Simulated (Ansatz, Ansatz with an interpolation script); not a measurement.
# Si3N4 (P6_3/m): quasiparticle bands by Wannier interpolation, part 2 of 2

Aim: the G0W0 bands of Si3N4 (P6_3/m) along the symmetry lines, with the gap off the mesh.

Ansatz 0.2.0; LDA, Wannier functions and G0W0, plane waves, PAW. Known limits of the many-body steps: not at the basis limit.

So far. Step 2 (LDA bands): The gap is indirect, with the least direct gap 0.20 eV higher.

### 3. Wannier functions (N:2p Si:3s Si:3p) on 6×6×12

Localised functions give a small Hamiltonian that interpolates between mesh points at no cost.

This step: maximally localised Wannier functions, LDA, plane waves, PAW; PAW set soft_1.

input.yaml

```yaml
crystal:
  lattice:
    - [7.6044, 0.0, 0.0]
    - [-3.8022, 6.58560358, 0.0]
    - [0.0, 0.0, 2.9063]
  atoms:
    - { symbol: Si, position: [0.768477, 0.174557, 0.25] }
    - { symbol: Si, position: [0.59392, 0.768477, 0.75] }
    - { symbol: Si, position: [0.825443, 0.59392, 0.25] }
    - { symbol: Si, position: [0.231523, 0.825443, 0.75] }
    - { symbol: Si, position: [0.40608, 0.231523, 0.25] }
    - { symbol: Si, position: [0.174557, 0.40608, 0.75] }
    - { symbol: "N", position: [0.0305, 0.33024, 0.25] }
    - { symbol: "N", position: [0.70026, 0.0305, 0.75] }
    - { symbol: "N", position: [0.66976, 0.70026, 0.25] }
    - { symbol: "N", position: [0.9695, 0.66976, 0.75] }
    - { symbol: "N", position: [0.29974, 0.9695, 0.25] }
    - { symbol: "N", position: [0.33024, 0.29974, 0.75] }
    - { symbol: "N", position: [0.66666667, 0.33333333, 0.25] }
    - { symbol: "N", position: [0.33333333, 0.66666667, 0.75] }
kpoints:
  mp_grid: { grid: [3, 3, 6] }
hamiltonian:
  xc: lda
  pseudopotentials: { kind: paw, azcp: { folder: soft_1 }, xc_functional: pbe }
scf:
  occupations: { method: fixed }
  n_extra_bands: 77
output:
  wannier:
    kmesh: [6, 6, 12]
    projections:
      - { species: "N", l: p, shell: 2 }
      - { species: Si, l: s, shell: 3 }
      - { species: Si, l: p, shell: 3 }
    minimise: true
    write_hr: true
    seedname: w
    conv_tol: 1.0e-06
    max_iter: 20000
    stability_check: false
    disentanglement:
      window: [-1.97, 26.47]
      frozen_window: [-1.97, 16.17]
      conv_tol: 1.0e-08
```

The run is started by

```
> ansatz run input.yaml --threads 3 --pin off --max-ram 92160MiB --backend cuda --events-out ev --progress --plain --runs-dir out --devices 1 --max-vram 13GiB
```

Numbers of over 12 decimals in the logs are rounded to 6 here.

The program printed:

```text
[...]
GPUs: using 1 of 1 available (devices: 1).
[...]
GPU FFT provider: cuFFT
GPU libraries: cuBLAS 13.8.2, cuFFT 12.4.0, cuSOLVER 12.3.4
Crystal: 14 atoms, lattice volume = 145.546 Å³
Basis set: ecut = 420 eV, 2823 PW (Γ)
Bands: 109, of which v1, the nominal top of the filled ones, is band 32 counted from 1 (31 counted from 0)
Symmetry: 12 space group operations
[...]
k-points: 12 of 54
[...]
GPU buffer pool allocated for 58320 grid points (all kernels)
[...]
SCF iter   1: F=—  HF=-6672.207786 eV  |F-HF|=—  |Δ(HF+E_count)|=         —  Δρ=1.52e-1  dr2=3.51e1  ethr=3.10e-3  ⟨swp⟩=4.1  Hψ=4800  notcnv=0  defer=882
[...]
SCF iter   8: F=-6660.696998 eV  HF=-6660.696998 eV  |F-HF|=1.62e-8  |Δ(HF+E_count)|=   2.57e-7  Δρ=5.35e-6  dr2=8.33e-8  ethr=1.56e-10  ⟨swp⟩=14.1  Hψ=10531  notcnv=0
SCF 1 converged in 8 iterations: F = -6660.696998 eV  dr2 = 8.33e-8
[...]
NSCF: frozen V_eff on 12 k-points
the band table was solved once the SCF had ended and its energy, with any forces and stress, was formed, with the checks that follow a solve (5127 applications of the Hamiltonian). They found nothing against the state; the energy, forces and stress were not computed again (output.eigenvalues in the input reference)
[...]
the Wannier pass solved 59 of the 432 points of its mesh, and has the states at the others by symmetry: states obtained by the crystal's operations at points that were solved too leave a residual of 4.06e-13 eV (read by the count's bands and the next), within 8.33e-6 eV
SCF converged after 8 iterations
Free energy (F): -6660.696998 eV
[...]
Internal energy: -6660.696998 eV  (E = F + TS)
E sigma→0 (E₀):  -6660.696998 eV
Fermi energy:    8.017500 eV
[...]
--- Band table (eV; the first three rows and the last of 12) ---
  k-point 0: bands = [... 28 lower, 6.7039, 7.5443, 7.6170, 7.8154, 12.1676, 12.6132, 12.7718, 12.7718, ... 73 higher]
  k-point 1: bands = [... 28 lower, 6.7300, 6.7300, 6.8508, 8.0175, 13.5359, 13.8384, 13.8384, 14.0167, ... 73 higher]
  k-point 2: bands = [... 28 lower, 6.2867, 6.5503, 6.5503, 7.6739, 12.9119, 12.9119, 13.8192, 13.8192, ... 73 higher]
  k-point 11: bands = [... 28 lower, 6.5827, 6.5827, 6.8822, 6.8822, 12.8919, 12.8919, 13.6687, 13.6687, ... 73 higher]
Wannier search: line search 1 of at most 20000: gauge-dependent spread (as the search counts it) 26.4429154 Å², largest recent change 2.4e0 Å² against conv_tol 1.0e-6 Å², 0 stops escaped
[...]
```

Elapsed: 41 s, on 1 × NVIDIA H100 80GB HBM3 (shared by 6 runs) with 3 threads of AMD EPYC 7R13 (Zen 3), shared host; peak memory 2.1 GiB.

This step gave:

* gauge-invariant spread: 58.70 Å²
* diagonal spread: 0.1125 Å²
* off-diagonal spread: 10.21 Å²
* total spread: 69.02 Å²
* least projectability: 0.1406
* localisation steps: 192
* disentanglement steps: 346
* r.m.s. interpolation error: 9.16e-4 eV
* r.m.s. error near the gap: 0.001320 eV

Near the gap the model misses directly solved bands by 1.3 meV r.m.s. and by 20 meV at most in the window tested. This tests the starting bands, not the corrections carried with them.

Wannier functions, by row, the first 40 of 48 rows:

```csv
function,x (Å),y (Å),z (Å),spread (Å²),nearest atom,distance (Å)
1,-0.982,2.198,0.727,0.92,N7,0.048
2,-1.036,2.161,0.727,0.96,N7,0.018
3,-1.019,2.173,0.727,1.03,N7,0.005
4,5.21,0.249,2.18,0.92,N8,0.048
5,5.204,0.221,2.18,1.027,N8,0.021
6,5.224,0.166,2.18,0.96,N8,0.038
7,2.389,4.636,0.727,0.92,N9,0.048
8,2.46,4.612,0.727,0.995,N9,0.029
9,2.419,4.613,0.727,0.994,N9,0.012
10,4.784,4.387,2.18,0.92,N10,0.048
11,4.838,4.424,2.18,0.96,N10,0.018
12,4.822,4.413,2.18,1.03,N10,0.005
13,-1.407,6.337,0.727,0.92,N11,0.048
14,-1.401,6.365,0.727,1.027,N11,0.021
15,-1.422,6.42,0.727,0.96,N11,0.038
16,1.413,1.949,2.18,0.92,N12,0.048
17,1.342,1.974,2.18,0.995,N12,0.029
18,1.383,1.973,2.18,0.994,N12,0.012
19,3.802,2.195,0.727,1.022,N13,0
20,3.78,2.158,0.727,0.956,N13,0.043
21,3.824,2.232,0.727,0.956,N13,0.043
22,0,4.39,2.18,1.022,N14,0
23,0.022,4.427,2.18,0.956,N14,0.043
24,-0.022,4.353,2.18,0.956,N14,0.043
25,5.185,1.684,0.727,1.9,Si1,0.535
26,1.134,5.333,2.18,1.899,Si2,0.535
27,3.553,3.648,0.727,1.899,Si3,0.535
28,-1.383,4.901,2.18,1.9,Si4,0.535
29,2.668,1.253,0.727,1.899,Si5,0.535
30,0.249,2.937,2.18,1.899,Si6,0.535
31,5.264,1.652,0.727,2.218,Si1,0.509
32,6.068,0.541,0.727,1.848,Si1,1.076
33,4.447,0.617,0.727,1.652,Si1,0.906
34,1.201,5.384,2.18,2.218,Si2,0.509
35,2.565,5.526,2.18,1.848,Si2,1.076
36,1.689,4.16,2.18,1.652,Si2,0.906
37,3.542,3.732,0.727,2.218,Si3,0.509
38,4.847,3.542,0.727,1.652,Si3,0.906
39,4.102,4.984,0.727,1.848,Si3,1.076
40,-1.461,4.934,2.18,2.218,Si4,0.509
```

Frozen up to 8.15 eV; above it the model need not follow the bands. Electronic bands along the path, in eV, zero at the valence-band top:

```csv
point,band 29,band 30,band 31,band 32,band 33,band 34,band 35,band 36
Γ,-1.31,-0.47,-0.40,-0.20,4.15,4.60,4.75,4.75
halfway,-1.37,-0.57,-0.42,-0.22,4.30,4.62,4.78,4.87
M,-1.38,-0.79,-0.34,-0.26,4.47,4.56,4.71,5.15
halfway,-1.38,-0.90,-0.33,-0.27,4.53,4.60,4.71,5.23
K,-1.16,-1.16,-0.29,-0.29,4.55,4.69,4.69,5.42
halfway,-1.43,-0.63,-0.40,-0.23,4.34,4.67,4.69,4.96
Γ,-1.31,-0.47,-0.40,-0.20,4.15,4.60,4.75,4.75
halfway,-1.61,-1.35,-1.35,-0.08,5.53,5.53,6.29,6.56
A,-1.65,-1.65,-1.38,-1.38,4.54,4.54,4.54,4.54
halfway,-1.60,-1.60,-1.19,-1.19,4.59,4.59,4.97,4.97
L,-1.53,-1.53,-1.07,-1.07,4.64,4.64,5.67,5.67
halfway,-1.49,-1.49,-1.10,-1.10,4.74,4.74,5.71,5.71
H,-1.43,-1.43,-1.14,-1.14,4.87,4.87,5.65,5.65
halfway,-1.58,-1.58,-1.16,-1.16,4.62,4.62,5.08,5.08
A,-1.65,-1.65,-1.38,-1.38,4.54,4.54,4.54,4.54
jump to L,-1.53,-1.53,-1.07,-1.07,4.64,4.64,5.67,5.67
halfway,-1.51,-1.34,-0.98,-0.63,5.17,5.23,5.96,6.05
M,-1.38,-0.79,-0.34,-0.26,4.47,4.56,4.71,5.15
jump to H,-1.43,-1.43,-1.14,-1.14,4.87,4.87,5.65,5.65
halfway,-1.67,-1.33,-0.87,-0.87,5.09,5.54,5.54,6.15
K,-1.16,-1.16,-0.29,-0.29,4.55,4.69,4.69,5.42
```

The same for Kohn-Sham, solved directly:

```csv
point,band 29,band 30,band 31,band 32,band 33,band 34,band 35,band 36
Γ,-1.31,-0.47,-0.40,-0.20,4.15,4.60,4.75,4.75
M,-1.38,-0.79,-0.34,-0.26,4.47,4.56,4.71,5.15
K,-1.16,-1.16,-0.29,-0.29,4.55,4.69,4.69,5.42
Γ,-1.31,-0.47,-0.40,-0.20,4.15,4.60,4.75,4.75
A,-1.65,-1.65,-1.38,-1.38,4.54,4.54,4.54,4.54
L,-1.53,-1.53,-1.07,-1.07,4.64,4.64,5.67,5.67
H,-1.43,-1.43,-1.14,-1.14,4.87,4.87,5.65,5.65
A,-1.65,-1.65,-1.38,-1.38,4.54,4.54,4.54,4.54
L,-1.53,-1.53,-1.07,-1.07,4.64,4.64,5.67,5.67
M,-1.38,-0.79,-0.34,-0.26,4.47,4.56,4.71,5.15
H,-1.43,-1.43,-1.14,-1.14,4.87,4.87,5.65,5.65
K,-1.16,-1.16,-0.29,-0.29,4.55,4.69,4.69,5.42
```

### 4. G0W0 at every point of the mesh: 3×3×6 mesh, 489 empty bands, screening to 130 eV, PAW set soft_1 files

Now the one-shot GW correction: screening in the RPA, then the self-energy of the levels asked for.

This step: G0W0 on LDA, plane waves, PAW; PAW set soft_1.

input.yaml, the sections that differ from step 3:

```yaml
scf:
  occupations: { method: fixed }
gw:
  n_empty_bands: 489
  ecut_chi: 130.0
  qp_bands: [v24, c12]
  screening: { model: contour_deformation }
# crystal, kpoints, hamiltonian: as in step 3
# output: removed
```

The program printed:

```text
GPUs: using 1 of 1 available (devices: 1).
[...]
GPU FFT provider: cuFFT
GPU libraries: cuBLAS 13.8.2, cuFFT 12.4.0, cuSOLVER 12.3.4
Crystal: 14 atoms, lattice volume = 145.546 Å³
Basis set: ecut = 420 eV, 2823 PW (Γ)
Bands: 46, of which v1, the nominal top of the filled ones, is band 32 counted from 1 (31 counted from 0)
Symmetry: 12 space group operations
[...]
k-points: 12 of 54
[...]
GPU buffer pool allocated for 58320 grid points (all kernels)
[...]
SCF iter   1: F=—  HF=-6672.205113 eV  |F-HF|=—  |Δ(HF+E_count)|=         —  Δρ=1.52e-1  dr2=3.52e1  ethr=3.10e-3  ⟨swp⟩=5.0  Hψ=2173  notcnv=0  defer=128
[...]
SCF iter   9: F=-6660.696998 eV  HF=-6660.696998 eV  |F-HF|=1.18e-10  |Δ(HF+E_count)|=   1.22e-7  Δρ=1.43e-6  dr2=3.30e-9  ethr=1.56e-10  ⟨swp⟩=15.6  Hψ=2879  notcnv=0
SCF 1 converged in 9 iterations: F = -6660.696998 eV  dr2 = 3.30e-9
[...]
G₀W₀ screening: q 1/12
[... further progress lines ...]
[...]
SCF converged after 9 iterations
Free energy (F): -6660.696998 eV
[...]
Internal energy: -6660.696998 eV  (E = F + TS)
E sigma→0 (E₀):  -6660.696998 eV
Fermi energy:    8.017523 eV
[...]
--- Band table (eV; the first three rows and the last of 12) ---
  k-point 0: bands = [... 28 lower, 6.7040, 7.5444, 7.6170, 7.8155, 12.1676, 12.6133, 12.7718, 12.7718, ... 10 higher]
  k-point 1: bands = [... 28 lower, 6.7300, 6.7300, 6.8509, 8.0175, 13.5359, 13.8385, 13.8385, 14.0167, ... 10 higher]
  k-point 2: bands = [... 28 lower, 6.2867, 6.5503, 6.5503, 7.6739, 12.9119, 12.9119, 13.8192, 13.8192, ... 10 higher]
  k-point 11: bands = [... 28 lower, 6.5827, 6.5827, 6.8822, 6.8822, 12.8920, 12.8920, 13.6688, 13.6688, ... 10 higher]
--- G₀W₀: contour deformation, 6 samples at zero and on the imaginary axis and 3 off it, 54 q-points, 489 empty bands' worth ---
  eigenvalues of the whole cell's RPA ε∞ on this k-mesh (on a slab, of 1 + 4πα/V) = 4.0884, 4.0884, 4.1878; static W/v taken at q = 0 is 0.242252
  bands read: the sum over 521 bands ends inside a degenerate multiplet in 5 slots, whose members it reads at an even weight; the widest, k=3: bands 519 to 522 (counted from 1) at 3/4 each
    ik  band        ε_KS         Σx   Σc(E_QP)       V_xc       Z   E_QP_lin       E_QP  E_QP is
     0     9     -0.0793   -22.8394     4.7593   -16.9608  0.7523    -1.2203    -1.1987  root
     0    10     -0.0793   -22.8394     4.7593   -16.9608  0.7523    -1.2203    -1.1987  root
     0    11      0.0093   -22.9199     4.7726   -17.0298  0.7501    -1.1265    -1.1082  root
     0    12      0.6348   -22.2156     4.5137   -16.5907  0.7499    -0.4827    -0.4764  root
     0    13      0.6348   -22.2156     4.5137   -16.5907  0.7499    -0.4827    -0.4764  root
     0    14      2.1319   -21.2184     4.2205   -15.9381  0.7567     1.0499     1.0722  root
     0    15      2.1319   -21.2184     4.2205   -15.9381  0.7567     1.0499     1.0722  root
     0    16      2.9847   -20.1234     4.2296   -14.7935  0.7534     1.8607     1.8844  root
     0    17      3.4025   -22.3002     3.6905   -17.6215  0.7820     2.4038     2.4144  root
     0    18      3.9354   -21.7890     3.7788   -17.0286  0.7764     2.9419     2.9539  root
     0    19      3.9354   -21.7890     3.7788   -17.0286  0.7764     2.9419     2.9539  root
     0    20      4.0939   -22.4909     3.4839   -18.0912  0.7880     3.1703     3.1781  root
     0    21      4.0939   -22.4909     3.4839   -18.0912  0.7880     3.1703     3.1781  root
     0    22      4.6630   -22.4569     3.3495   -18.2400  0.7911     3.7891     3.7956  root
[...]
11    40     14.2049    -6.5150    -4.6550   -12.2854  0.8279    15.3299    15.3203  root
    11    41     14.4849    -7.4157    -4.6987   -13.2808  0.8244    15.6616    15.6513  root
    11    42     14.4849    -7.4157    -4.6987   -13.2808  0.8244    15.6616    15.6513  root
    11    43     15.4796    -7.1218    -4.9465   -13.3439  0.8182    16.7699    16.7552  root
    11    44     15.4796    -7.1218    -4.9465   -13.3439  0.8182    16.7699    16.7552  root
```

Elapsed: 2.4 min, on 1 × NVIDIA H100 80GB HBM3 (shared by 6 runs) with 3 threads; peak memory 1.7 GiB.

Numbers from this step:

```
bands summed                                 : 521
RPA ε∞ on this mesh (eigenvalues)            : 4.088, 4.088, 4.188
plane waves in the screening matrix          : 503
q-points in the mesh                         : 54
G0W0 gap on the mesh                         : 5.977 eV
k of the valence top                         : 0, 0, 0.1667
k of the conduction bottom                   : 0, 0, 0
starting gap on the mesh                     : 4.150 eV
Z at the valence top                         : 0.7899
Z at the conduction bottom                   : 0.8331
least direct G0W0 gap on the computed points : 6.216 eV
```

The gap on the mesh goes from 4.15 eV to 5.98 eV, a correction of +1.83 eV. Between the two edge states, bare exchange in place of the xc potential would open the gap by 9.44 eV, and correlation takes back 7.61 eV.

### 5. Interpolating the corrections

A script adds the corrections, carried to the Wannier functions and back, to the LDA levels, along the path and on a 13×13×18 mesh.

| Item | Value |
| --- | --- |
| G0W0 gap over the zone | 5.977 eV |
| conduction bottom at | Γ |
| starting gap over the zone | 4.15 eV |
| least direct G0W0 gap | 6.216 eV |
| G0W0 gap on the mesh | 5.977 eV |
| valence width, start | 9.841 eV |
| valence width, G0W0 | 10.29 eV |
| gap by a rigid shift | 5.977 eV |

Levels solved directly plus the interpolated quasiparticle correction. Limits: finite bands, cutoff and mesh. The quasiparticle bands at the labelled points (eV, zero at the valence-band top of each set):

```csv
point,band 29,band 30,band 31,band 32,band 33,band 34,band 35,band 36
Γ,-1.41,-0.53,-0.45,-0.24,5.98,6.18,6.64,6.64
halfway,-1.48,-0.62,-0.47,-0.25,6.14,6.45,6.61,6.67
M,-1.50,-0.87,-0.38,-0.30,6.30,6.43,6.58,6.92
halfway,-1.50,-0.99,-0.37,-0.31,6.38,6.45,6.58,7.04
K,-1.27,-1.27,-0.33,-0.33,6.42,6.55,6.55,7.29
halfway,-1.55,-0.69,-0.45,-0.26,6.19,6.52,6.53,6.75
Γ,-1.41,-0.53,-0.45,-0.24,5.98,6.18,6.64,6.64
halfway,-1.77,-1.46,-1.46,-0.09,7.40,7.40,7.81,8.51
A,-1.83,-1.83,-1.54,-1.54,6.29,6.29,6.29,6.29
halfway,-1.77,-1.77,-1.32,-1.32,6.35,6.35,6.75,6.75
L,-1.69,-1.69,-1.19,-1.19,6.41,6.41,7.50,7.50
halfway,-1.64,-1.64,-1.22,-1.22,6.54,6.54,7.53,7.53
H,-1.58,-1.58,-1.26,-1.26,6.70,6.70,7.41,7.41
halfway,-1.75,-1.75,-1.29,-1.29,6.39,6.39,6.87,6.87
A,-1.83,-1.83,-1.54,-1.54,6.29,6.29,6.29,6.29
jump to L,-1.69,-1.69,-1.19,-1.19,6.41,6.41,7.50,7.50
halfway,-1.66,-1.48,-1.09,-0.69,7.01,7.02,7.84,7.88
M,-1.50,-0.87,-0.38,-0.30,6.30,6.43,6.58,6.92
jump to H,-1.58,-1.58,-1.26,-1.26,6.70,6.70,7.41,7.41
halfway,-1.83,-1.48,-0.97,-0.97,6.90,7.42,7.42,7.94
K,-1.27,-1.27,-0.33,-0.33,6.42,6.55,6.55,7.29
```

The same for LDA:

(Unchanged from step 3.)

Minima of the lowest conduction band, from levels solved directly at the displaced points, plus the interpolated correction; masses are left empty at degenerate points, on flat bands and where the interpolated correction rules the curvature; G0W0 masses are rough. Conduction valleys, by row:

```csv
point,k (reciprocal lattice),valleys in the zone,G0W0 level above the valence top (eV),LDA level above the valence top (eV),G0W0 principal masses (m_e),LDA principal masses (m_e)
Γ,0.000 0.000 0.000,1,5.977,4.15,0.199 1.307 1.307,0.217 1.404 1.404
-,0.000 0.000 0.450,2,6.192,4.464,-,-
M,-0.500 0.000 0.000,3,6.293,4.467,0.352 0.652 1.353,0.326 0.769 1.915
-,0.500 -0.000 0.434,6,6.316,4.539,0.465 0.855 2.591,0.536 0.901 3.442
-,0.333 0.333 0.292,4,6.869,5.063,1.099 6.066 6.344,0.976 5.641 5.960
```

Second differences of levels solved directly at the displaced points, plus the interpolated correction, at the quasiparticle band edges; no spin-orbit coupling; left empty where the band is flat or the interpolated correction rules the curvature. Effective masses, by row:

```
 carrier              point  Cartesian direction  band  LDA mass (m_e)  G0W0 mass (m_e)
    hole  0.000 0.000 0.167                  100    32           0.805             0.74
    hole  0.000 0.000 0.167                  010    32           0.805            0.735
    hole  0.000 0.000 0.167                  001    32           1.735            1.488
    hole  0.000 0.000 0.167                  110    32           0.807             0.74
    hole  0.000 0.000 0.167                  111    32           0.983            0.889
electron                  Γ                  100    33           1.409            1.311
electron                  Γ                  010    33           1.406            1.309
electron                  Γ                  001    33           0.217            0.199
electron                  Γ                  110    33           1.406            1.309
electron                  Γ                  111    33           0.497            0.457
```

Corrections by starting level (eV, on the run's own energy scale, so only their differences matter):

| start | correction |
| --- | --- |
| -9.84 | −1.13 |
| -8.31 | −1.14 |
| -7.34 | −1.11 |
| -5.86 | −1.05 |
| -5.12 | −1.01 |
| -4.58 | −0.99 |
| -3.92 | −0.92 |
| -2.96 | −0.92 |
| -1.71 | −0.85 |
| -1.30 | −0.83 |
| 0.00 | −0.68 |
| 4.54 | +1.06 |
| 5.18 | +1.12 |
| 6.07 | +1.20 |
| 7.00 | +1.31 |
| 7.50 | +1.38 |
| 8.43 | +1.35 |

### 6. What came out

| Quantity | Value |
| --- | --- |
| LDA gap | 4.15 eV |
| G0W0 gap over the zone | 5.98 eV, indirect |
| least direct G0W0 gap, in the model | 6.22 eV |
| GW settings | 3×3×6 mesh, 489 empty bands, screening to 130 eV, PAW set soft_1 files |
| known limits | not at the basis limit |

In words: The Wannier model follows the LDA bands to 1 meV r.m.s. near the gap. The G0W0 gap over the zone is 5.98 eV, indirect, from k = (0.000, 0.000, 0.167) to Γ; on the mesh alone it is 5.98 eV, nearly the same. The valence width in the model goes from 9.84 eV to 10.29 eV. At the band edge the lightest electron mass is 0.22 m_e at the start and 0.20 m_e in G0W0; the G0W0 masses rest on corrections from the 3×3×6 mesh alone and are rough. Bands and cutoff are finite, so the gap is not at the basis limit. The miss can reach some tenths of an eV and take either sign; the mesh is an error of its own. Above the frozen window of the model the interpolated levels need not meet the computed ones, even at points of the mesh.

[Paths, hosts, dates, memory and timing lines, banners, echoed tables and standing remarks are left out of the program output.]

[Logs are printed without paths, hosts, clocks, repeated set-up lines and the standing remarks that a program may print on its own settings, such as how far it seeks lower states.]

[Runs of the session that timed out or met a known fault of the program may be left out.]

[Hosts, paths, dates, database ids (printed as entryN), source tags and the programs' standing remarks are cut or masked in the printed files.]
